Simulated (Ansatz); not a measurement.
CsH (rocksalt (001) film, 2 layers), computed twice by G0W0.

The cell holds 4 atoms: 2 Cs and 2 H. Cell: a = 4.509 Å, b = 4.509 Å, c = 29.300 Å, α = 90.0°, β = 90.0°, γ = 90.0°. It derives from CsH. Vacuum lies along c.

```xyz
4
Lattice="4.5085 0.0000 0.0000 0.0000 4.5085 0.0000 0.0000 0.0000 29.3000" Properties=species:S:1:pos:R:3
Cs    0.0000    0.0000   13.1231
H     2.2543    2.2543   13.2463
Cs    2.2543    2.2543   16.1769
H     0.0000    0.0000   16.0537
```

The structure was relaxed with LDA (ions only). The runs that relaxed it are not among those shown. Spin-orbit coupling is left out unless a run names it.

The first (Ansatz 0.2.0; start LDA, 4×4×1 mesh, 708 empty bands, screening to 65 eV, PAW set soft_1 files; 1 × NVIDIA H100 80GB HBM3 (shared by 6 runs) with 2 threads of AMD EPYC 7R13 (Zen 3), shared host) gave, on its mesh: starting gap 2.54 eV, G0W0 gap 4.68 eV, mean of 1 + 4πα/V (set by the cell height) 1.36, 30 s.

The second changes empty bands from 708 to 292 and screening cutoff (eV) from 65.0 to 36. What does it give?

It gave: starting gap 2.54 eV, G0W0 gap 4.52 eV, mean of 1 + 4πα/V (set by the cell height) 1.36, 14 s. The G0W0 gap moves by −0.16 eV, +0.0004 eV from the start and −0.16 eV from the correction. Σc changes by +0.19 eV at the valence top and +0.03 eV at the conduction bottom, and Σx − Vxc between them by +0.0005 eV.

Limits: not at the basis limit; coarse mesh for a sheet; no spin-orbit coupling.

[Paths, hosts, dates, memory and timing lines, banners, echoed tables and standing remarks are left out of the program output.]

[Logs are printed without paths, hosts, clocks, repeated set-up lines and the standing remarks that a program may print on its own settings, such as how far it seeks lower states.]

[Runs of the session that timed out or met a known fault of the program may be left out.]

[Cells called generated may have been cut or substituted from an entry of the Crystallography Open Database or the Materials Project.]

[Hosts, paths, dates, database ids (printed as entryN), source tags and the programs' standing remarks are cut or masked in the printed files.]
